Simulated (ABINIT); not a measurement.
## BaZrSe3 (P1): G0W0 in ABINIT against the bands in the screening

Aim: move the bands in the screening of a G0W0 run on BaZrSe3 (P1) over a wide range.

Method: PBEsol and many-body steps on it, plane waves, in ABINIT 10.8.3.

## Step 1: Starting point

The structure is triclinic, space group P1 (No. 1). Conventional cell: a = 5.287 Å, b = 5.296 Å, c = 5.309 Å, α = 89.89°, β = 89.91°, γ = 89.96°. Ba has 12 Se at 3.63 to 3.88 Å nearest. Zr has 6 Se at 2.57 to 2.75 Å nearest. Nearest to Se lie 2 Zr at 2.61 to 2.70 Å and 4 Ba at 3.69 to 3.80 Å. Nearest to Se lie 2 Zr at 2.62 to 2.69 Å and 4 Ba at 3.63 to 3.88 Å. Nearest to Se lie 2 Zr at 2.57 to 2.75 Å and 4 Ba at 3.71 to 3.77 Å. Farther neighbours and most contacts between anions are not listed.

The cell and positions are those that the Materials Project relaxed with its own functionals (PBE, PBE+U or r2SCAN), kept fixed. Spin-orbit coupling is left out unless a step names it.

## Step 2: Screening, 2×2×2 mesh, 43 bands, screening to 106.1 eV

This step: ABINIT 10.8.3; RPA screening on PBEsol, plane waves, norm-conserving pseudopotentials.

The RPA dielectric matrix is built and inverted for each q.

The input, run.abi:

```
acell 3*1.0 Angstrom
rprim 
  5.287383000000 -0.000000000000 -0.000000000000
  0.003576000000 5.296392000000 -0.000000000000
  0.007950000000 0.010054000000 5.309462000000
ntypat 3
znucl 56 40 34
natom 5
typat 1 2 3 3 3
xred 
  0.998643000000 0.998478000000 0.998673000000
  0.476578000000 0.490069000000 0.476727000000
  0.488317000000 0.998506000000 0.502693000000
  0.983845000000 0.511636000000 0.518540000000
  0.492614000000 0.501310000000 0.993370000000
pp_dirpath "pseudos"
pseudos "Ba.upf, Zr.upf, Se.upf"
ecut 39
ngkpt 2 2 2
nshiftk 1
shiftk 0 0 0
kptopt 1
chksymbreak 0
istwfk *1
occopt 1
irdwfk 1
optdriver 3
nband 43
ecuteps 3.9
inclvkb 2
awtr 1
symchi 1
indata_prefix "in"
outdata_prefix "out"
tmpdata_prefix "tmp"
```

Started as:

```bash
OMP_NUM_THREADS=1 mpirun -n 8 abinit run.abi > log
```

Log:

```text
.Version 10.8.3 of ABINIT. v10.8.2 released Aug 2026.

 Symmetries : space group P1 (#  1); Bravais aP (primitive triclinic)
[... echo of the input left out ...]
== DATASET  1 ==================================================================
-   mpi_nproc: 8, omp_nthreads: 1 (-1 if OMP is not activated)

--- !DatasetInfo
iteration_state: {dtset: 1, }
dimensions: {natom: 5, nkpt: 8, mband: 43, nsppol: 1, nspinor: 1, nspden: 1, mpw: 11685, }
cutoff_energies: {ecut:  39.0, pawecutdg:  -1.0, }
electrons: {nelect:   7.00000000E+01, charge:   0.00000000E+00, occopt:   1.00000000E+00, tsmear:   1.00000000E-02, }

 SCREENING: Calculation of the susceptibility and dielectric matrices

 Based on a program developped by R.W. Godby, V. Olevano, G. Onida, and L. Reining.
 Incorporated in ABINIT by V. Olevano, G.-M. Rignanese, and M. Torrent.
.Using double precision arithmetic ; gwpc =  8

[... cell and pseudopotentials left out ...]
--------------------------------------------------------------------------------

 ==== K-mesh for the wavefunctions ====
 Number of points in the irreducible wedge :     8
[... list of points left out ...]
 Together with  1 symmetry operations and time-reversal symmetry
 yields     8 points in the full Brillouin Zone.

 ==== Q-mesh for the screening function ====
 Number of points in the irreducible wedge :     8
[... list of points left out ...]
 Together with  1 symmetry operations and time-reversal symmetry
 yields     8 points in the full Brillouin Zone.

 setmesh: FFT mesh size selected  =    40x   40x   40
          total number of points  =        64000

 vcoul_init : cutoff-mode = AUXILIARY_FUNCTION
 q-points for optical limit:   1
     1)      0.000010    0.000020    0.000030

- screening: taking advantage of time-reversal symmetry
- Maximum band index for partially occupied states nbvw = 35
- Remaining bands to be divided among processors   nbcw = 8
- Number of bands treated by each node ~1

 Number of electrons calculated from density =   70.0000; Expected =   70.0000
 average of density, n =  0.069764
 r_s =    1.5069
 omega_plasma =   25.4783 [eV]

 calculating chi0 at frequencies [eV] :
  1    0.000000E+00    0.000000E+00
  2    0.000000E+00    2.547831E+01

--------------------------------------------------------------------------------
  q-point number  1        q = ( 0.000000, 0.000000, 0.000000) [r.l.u.]
--------------------------------------------------------------------------------
[... chi0 elements left out ...]
 For q-point:  0.000010 0.000020 0.000030
  dielectric constant =  21.7660
  dielectric constant without local fields =  29.2945

  Average fulfillment of the sum rule on Im[epsilon] for q-point    1 :      8.17  [%]
[... wings left out ...]
  q-point number  2        q = ( 0.500000, 0.000000, 0.000000) [r.l.u.]
--------------------------------------------------------------------------------
[... chi0 elements left out ...]
  Average fulfillment of the sum rule on Im[epsilon] for q-point    2 :     14.26  [%]

 [... 6 further q-points ...]
```

Wall time 9.1 s (8 MPI ranks of Arm Neoverse V2, shared host); peak memory 3.1 GiB; 72 s of CPU time.

Numbers from this step:

```yaml
eps_infinity_with_local_fields_on_this_mesh_along_the_program_s_q_direction: 21.77
the_same_without_local_fields: 29.29
plasma_frequency: 25.48 eV
plane_waves_in_the_screening_matrix: 365
```

Local fields lower ε∞ by 26 %. On a Γ-centred mesh this coarse the value itself is usually too large, while a short band sum pulls it down.

## Step 3: 43 bands

This step: G0W0 on PBEsol, plane waves, norm-conserving pseudopotentials.

Edit run.abi of step 2 so:

```diff
@@ -26,8 +26,17 @@
 irdwfk 1
-optdriver 3
-nband 43
+optdriver 4
+nband 96
+gwcalctyp 0
+ecutsigx 39
+symsigma 1
+nkptgw 2
+kptgw 
+  0.5000000000 0.5000000000 0.5000000000
+  0.0000000000 0.0000000000 0.0000000000
+bdgw 
+  34 37
+  34 37
 ecuteps 3.9
-inclvkb 2
-awtr 1
-symchi 1
+irdscr 1
+ppmodel 1
 indata_prefix "in"
```

Log:

```text
.Version 10.8.3 of ABINIT. v10.8.2 released Aug 2026.

 Symmetries : space group P1 (#  1); Bravais aP (primitive triclinic)
[... echo of the input left out ...]
== DATASET  1 ==================================================================
-   mpi_nproc: 8, omp_nthreads: 1 (-1 if OMP is not activated)

--- !DatasetInfo
iteration_state: {dtset: 1, }
dimensions: {natom: 5, nkpt: 8, mband: 96, nsppol: 1, nspinor: 1, nspden: 1, mpw: 11685, }
cutoff_energies: {ecut:  39.0, pawecutdg:  -1.0, }
electrons: {nelect:   7.00000000E+01, charge:   0.00000000E+00, occopt:   1.00000000E+00, tsmear:   1.00000000E-02, }

 SIGMA: Calculation of the GW corrections

 Based on a program developped by R.W. Godby, V. Olevano, G. Onida, and L. Reining.
 Incorporated in ABINIT by V. Olevano, G.-M. Rignanese, and M. Torrent.
.Using double precision arithmetic ; gwpc =  8

[... cell and pseudopotentials left out ...]
--------------------------------------------------------------------------------

 ==== K-mesh for the wavefunctions ====
 Number of points in the irreducible wedge :     8
[... list of points left out ...]
 Together with  1 symmetry operations and time-reversal symmetry
 yields     8 points in the full Brillouin Zone.

 ==== Q-mesh for screening function ====
 Number of points in the irreducible wedge :     8
[... list of points left out ...]
 Together with  1 symmetry operations and time-reversal symmetry
 yields     8 points in the full Brillouin Zone.

 vcoul_init : cutoff-mode = AUXILIARY_FUNCTION
 q-points for optical limit:   1
     1)      0.000010    0.000020    0.000030
 setmesh: FFT mesh size selected  =    60x   60x   60
          total number of points  =       216000

 Number of electrons calculated from density =   70.0000; Expected =   70.0000
 average of density, n =  0.069764
 r_s =    1.5069
 omega_plasma =   25.4783 [eV]

 === KS Band Gaps ===
  >>>> For spin  1
   Minimum direct gap =   0.6981 [eV], located at k-point      :   0.0000  0.0000  0.0000
   Fundamental gap    =   0.1572 [eV], Top of valence bands at :   0.5000  0.5000  0.5000
                                       Bottom of conduction at :   0.0000  0.0000  0.0000
 SIGMA fundamental parameters:
 PLASMON POLE MODEL  1
 number of plane-waves for SigmaX                11685
 number of plane-waves for SigmaC and W            365
 number of plane-waves for wavefunctions         11685
 number of bands                                    96
 number of independent spin polarizations            1
 number of spinorial components                      1
 number of k-points in IBZ                           8
 number of q-points in IBZ                           8
 number of symmetry operations                       1
 number of k-points in BZ                            8
 number of q-points in BZ                            8
 number of frequencies for dSigma/dE                 9
 frequency step for dSigma/dE [eV]                0.25
 number of omega for Sigma on real axis              0
 max omega for Sigma on real axis  [eV]           0.00
 zcut for avoiding poles [eV]                     0.10

 EPSILON^-1 parameters (SCR file):
 dimension of the eps^-1 matrix on file            365
 dimension of the eps^-1 matrix used               365
 number of plane-waves for wavefunctions         11685
 number of bands                                    43
 number of q-points in IBZ                           8
 number of frequencies                               2
 number of real frequencies                          1
 number of imag frequencies                          1

 matrix elements of self-energy operator (all in [eV])

 Perturbative Calculation

--- !SelfEnergy_ee
iteration_state: {dtset: 1, }
kpoint     : [   0.500,    0.500,    0.500, ]
spin       : 1
KS_gap     :    2.344
QP_gap     :    4.111
Delta_QP_KS:    1.767
data: !SigmaeeData |
     Band     E0 <VxcDFT>   SigX SigC(E0)      Z dSigC/dE  Sig(E)    E-E0       E
       34   4.975 -13.664 -16.877   2.644   0.766  -0.305 -14.100  -0.435   4.540
       35   5.008 -13.676 -16.904   2.685   0.765  -0.308 -14.091  -0.415   4.594
       36   7.352 -12.842  -7.353  -3.666   0.742  -0.347 -11.489   1.353   8.705
       37   7.542 -13.631  -7.813  -3.918   0.728  -0.374 -12.249   1.383   8.925

--- !SelfEnergy_ee
iteration_state: {dtset: 1, }
kpoint     : [   0.000,    0.000,    0.000, ]
spin       : 1
KS_gap     :    0.698
QP_gap     :    2.529
Delta_QP_KS:    1.831
data: !SigmaeeData |
     Band     E0 <VxcDFT>   SigX SigC(E0)      Z dSigC/dE  Sig(E)    E-E0       E
       34   4.399 -13.893 -16.864   2.515   0.768  -0.303 -14.243  -0.350   4.049
       35   4.467 -14.053 -17.267   2.603   0.772  -0.296 -14.524  -0.471   3.996
       36   5.166 -12.570  -7.747  -3.031   0.758  -0.318 -11.210   1.360   6.525
       37   5.296 -12.656  -8.190  -2.825   0.761  -0.314 -11.408   1.248   6.544

== END DATASET(S) ==============================================================
================================================================================

 -outvars: echo values of variables after computation  --------
           etotal      0.0000000000E+00
            nband          96
             nkpt           8
          spgroup           1
 [... the other variables as echoed above ...]

 Calculation completed.
```

Wall time 8.9 s (8 MPI ranks); peak memory 2.2 GiB; 71 s of CPU time.

Numbers from this step:

```
G0W0 gap on the points computed              : 1.931 eV
starting gap on the mesh                     : 0.1573 eV
k of the valence top                         : 0.5, 0.5, 0.5
k of the conduction bottom                   : 0, 0, 0
Z at the valence top                         : 0.765
Z at the conduction bottom                   : 0.758
least direct G0W0 gap on the computed points : 2.476 eV
```

## Step 4: Screening, 2×2×2 mesh, 49 bands, screening to 106.1 eV

This step: RPA screening on PBEsol, plane waves, norm-conserving pseudopotentials.

Edit run.abi of step 3 so:

```diff
@@ -26,17 +26,8 @@
 irdwfk 1
-optdriver 4
-nband 96
-gwcalctyp 0
-ecutsigx 39
-symsigma 1
-nkptgw 2
-kptgw 
-  0.5000000000 0.5000000000 0.5000000000
-  0.0000000000 0.0000000000 0.0000000000
-bdgw 
-  34 37
-  34 37
+optdriver 3
+nband 49
 ecuteps 3.9
-irdscr 1
-ppmodel 1
+inclvkb 2
+awtr 1
+symchi 1
 indata_prefix "in"
```

Log:

```text
.Version 10.8.3 of ABINIT. v10.8.2 released Aug 2026.

 Symmetries : space group P1 (#  1); Bravais aP (primitive triclinic)
[... echo of the input left out ...]
== DATASET  1 ==================================================================
-   mpi_nproc: 8, omp_nthreads: 1 (-1 if OMP is not activated)

--- !DatasetInfo
iteration_state: {dtset: 1, }
dimensions: {natom: 5, nkpt: 8, mband: 49, nsppol: 1, nspinor: 1, nspden: 1, mpw: 11685, }
cutoff_energies: {ecut:  39.0, pawecutdg:  -1.0, }
electrons: {nelect:   7.00000000E+01, charge:   0.00000000E+00, occopt:   1.00000000E+00, tsmear:   1.00000000E-02, }

 SCREENING: Calculation of the susceptibility and dielectric matrices

 Based on a program developped by R.W. Godby, V. Olevano, G. Onida, and L. Reining.
 Incorporated in ABINIT by V. Olevano, G.-M. Rignanese, and M. Torrent.
.Using double precision arithmetic ; gwpc =  8

[... cell and pseudopotentials left out ...]
--------------------------------------------------------------------------------

 ==== K-mesh for the wavefunctions ====
 Number of points in the irreducible wedge :     8
[... list of points left out ...]
 Together with  1 symmetry operations and time-reversal symmetry
 yields     8 points in the full Brillouin Zone.

 ==== Q-mesh for the screening function ====
 Number of points in the irreducible wedge :     8
[... list of points left out ...]
 Together with  1 symmetry operations and time-reversal symmetry
 yields     8 points in the full Brillouin Zone.

 setmesh: FFT mesh size selected  =    40x   40x   40
          total number of points  =        64000

 vcoul_init : cutoff-mode = AUXILIARY_FUNCTION
 q-points for optical limit:   1
     1)      0.000010    0.000020    0.000030

- screening: taking advantage of time-reversal symmetry
- Maximum band index for partially occupied states nbvw = 35
- Remaining bands to be divided among processors   nbcw = 14
- Number of bands treated by each node ~1

 Number of electrons calculated from density =   70.0000; Expected =   70.0000
 average of density, n =  0.069764
 r_s =    1.5069
 omega_plasma =   25.4783 [eV]

 calculating chi0 at frequencies [eV] :
  1    0.000000E+00    0.000000E+00
  2    0.000000E+00    2.547831E+01

--------------------------------------------------------------------------------
  q-point number  1        q = ( 0.000000, 0.000000, 0.000000) [r.l.u.]
--------------------------------------------------------------------------------
[... chi0 elements left out ...]
 For q-point:  0.000010 0.000020 0.000030
  dielectric constant =  23.1361
  dielectric constant without local fields =  30.5391

  Average fulfillment of the sum rule on Im[epsilon] for q-point    1 :     13.52  [%]
[... wings left out ...]
  q-point number  2        q = ( 0.500000, 0.000000, 0.000000) [r.l.u.]
--------------------------------------------------------------------------------
[... chi0 elements left out ...]
  Average fulfillment of the sum rule on Im[epsilon] for q-point    2 :     22.42  [%]

 [... 6 further q-points ...]
```

Elapsed: 13 s, on 8 MPI ranks; peak memory 3.7 GiB.

This step gave:

| Item | Value |
| --- | --- |
| ε∞ with local fields, on this mesh, along the program's q direction | 23.14 |
| the same without local fields | 30.54 |
| plasma frequency | 25.48 eV |
| plane waves in the screening matrix | 365 |

## Step 5: 49 bands

The self-energy is evaluated for the states that the input lists, and the levels follow from it, in one-shot runs by the linearised quasiparticle equation.

This step: G0W0 on PBEsol, plane waves, norm-conserving pseudopotentials.

Edit run.abi of step 4 so:

```diff
@@ -26,8 +26,17 @@
 irdwfk 1
-optdriver 3
-nband 49
+optdriver 4
+nband 96
+gwcalctyp 0
+ecutsigx 39
+symsigma 1
+nkptgw 2
+kptgw 
+  0.5000000000 0.5000000000 0.5000000000
+  0.0000000000 0.0000000000 0.0000000000
+bdgw 
+  34 37
+  34 37
 ecuteps 3.9
-inclvkb 2
-awtr 1
-symchi 1
+irdscr 1
+ppmodel 1
 indata_prefix "in"
```

Log:

```text
.Version 10.8.3 of ABINIT. v10.8.2 released Aug 2026.

 Symmetries : space group P1 (#  1); Bravais aP (primitive triclinic)
[... echo of the input left out ...]
== DATASET  1 ==================================================================
-   mpi_nproc: 8, omp_nthreads: 1 (-1 if OMP is not activated)

--- !DatasetInfo
iteration_state: {dtset: 1, }
dimensions: {natom: 5, nkpt: 8, mband: 96, nsppol: 1, nspinor: 1, nspden: 1, mpw: 11685, }
cutoff_energies: {ecut:  39.0, pawecutdg:  -1.0, }
electrons: {nelect:   7.00000000E+01, charge:   0.00000000E+00, occopt:   1.00000000E+00, tsmear:   1.00000000E-02, }

 SIGMA: Calculation of the GW corrections

 Based on a program developped by R.W. Godby, V. Olevano, G. Onida, and L. Reining.
 Incorporated in ABINIT by V. Olevano, G.-M. Rignanese, and M. Torrent.
.Using double precision arithmetic ; gwpc =  8

[... cell and pseudopotentials left out ...]
--------------------------------------------------------------------------------

 ==== K-mesh for the wavefunctions ====
 Number of points in the irreducible wedge :     8
[... list of points left out ...]
 Together with  1 symmetry operations and time-reversal symmetry
 yields     8 points in the full Brillouin Zone.

 ==== Q-mesh for screening function ====
 Number of points in the irreducible wedge :     8
[... list of points left out ...]
 Together with  1 symmetry operations and time-reversal symmetry
 yields     8 points in the full Brillouin Zone.

 vcoul_init : cutoff-mode = AUXILIARY_FUNCTION
 q-points for optical limit:   1
     1)      0.000010    0.000020    0.000030
 setmesh: FFT mesh size selected  =    60x   60x   60
          total number of points  =       216000

 Number of electrons calculated from density =   70.0000; Expected =   70.0000
[...]
number of omega for Sigma on real axis              0
 max omega for Sigma on real axis  [eV]           0.00
 zcut for avoiding poles [eV]                     0.10

 EPSILON^-1 parameters (SCR file):
 dimension of the eps^-1 matrix on file            365
 dimension of the eps^-1 matrix used               365
 number of plane-waves for wavefunctions         11685
 number of bands                                    49
 number of q-points in IBZ                           8
 number of frequencies                               2
 number of real frequencies                          1
 number of imag frequencies                          1

 matrix elements of self-energy operator (all in [eV])

 Perturbative Calculation

--- !SelfEnergy_ee
iteration_state: {dtset: 1, }
kpoint     : [   0.500,    0.500,    0.500, ]
spin       : 1
KS_gap     :    2.344
QP_gap     :    3.972
Delta_QP_KS:    1.629
data: !SigmaeeData |
     Band     E0 <VxcDFT>   SigX SigC(E0)      Z dSigC/dE  Sig(E)    E-E0       E
       34   4.975 -13.664 -16.877   2.724   0.773  -0.294 -14.042  -0.377   4.598
       35   5.008 -13.676 -16.904   2.751   0.773  -0.294 -14.044  -0.368   4.640
       36   7.352 -12.842  -7.353  -3.816   0.754  -0.326 -11.581   1.261   8.613
[...]
--- !SelfEnergy_ee
iteration_state: {dtset: 1, }
kpoint     : [   0.000,    0.000,    0.000, ]
spin       : 1
KS_gap     :    0.698
QP_gap     :    2.376
Delta_QP_KS:    1.678
data: !SigmaeeData |
     Band     E0 <VxcDFT>   SigX SigC(E0)      Z dSigC/dE  Sig(E)    E-E0       E
[...]
36   5.166 -12.570  -7.747  -3.142   0.770  -0.299 -11.275   1.295   6.460
       37   5.296 -12.656  -8.190  -2.941   0.772  -0.295 -11.479   1.177   6.473

== END DATASET(S) ==============================================================
================================================================================

 -outvars: echo values of variables after computation  --------
           etotal      0.0000000000E+00
            nband          96
             nkpt           8
          spgroup           1
 [... the other variables as echoed above ...]

 Calculation completed.
```

It took 8.9 s on 8 MPI ranks; peak memory 2.2 GiB; 71 s of CPU time.

Numbers from this step:

- G0W0 gap on the points computed: 1.820 eV
- starting gap on the mesh: 0.1573 eV
- k of the valence top: 0.5, 0.5, 0.5
- k of the conduction bottom: 0, 0, 0
- Z at the valence top: 0.773
- Z at the conduction bottom: 0.77
- least direct G0W0 gap on the computed points: 2.344 eV

The gap on the mesh goes from 0.16 eV to 1.82 eV, a correction of +1.66 eV.

(Continued in part 2 of 2.)

[Paths, hosts, dates, memory and timing lines, banners, echoed tables and standing remarks are left out of the program output.]

[Logs are printed without paths, hosts, clocks, repeated set-up lines and the standing remarks that a program may print on its own settings, such as how far it seeks lower states.]

[Runs of the session that timed out or met a known fault of the program may be left out.]

[No measured gap is set beside runs whose start may be inverted or whose files or cutoffs have a known fault.]

[Hosts, paths, dates, database ids (printed as entryN), source tags and the programs' standing remarks are cut or masked in the printed files.]

[G0W0 gaps are taken among the corrected bands and points alone; a level outside them can change the order at an edge.]

[Where Ansatz stands beside ABINIT at settings called matched, ABINIT's density can come from a denser mesh and the files from another edition; pairs whose starting gaps differed by over 0.03 eV were left out, so agreement reads better than it is.]
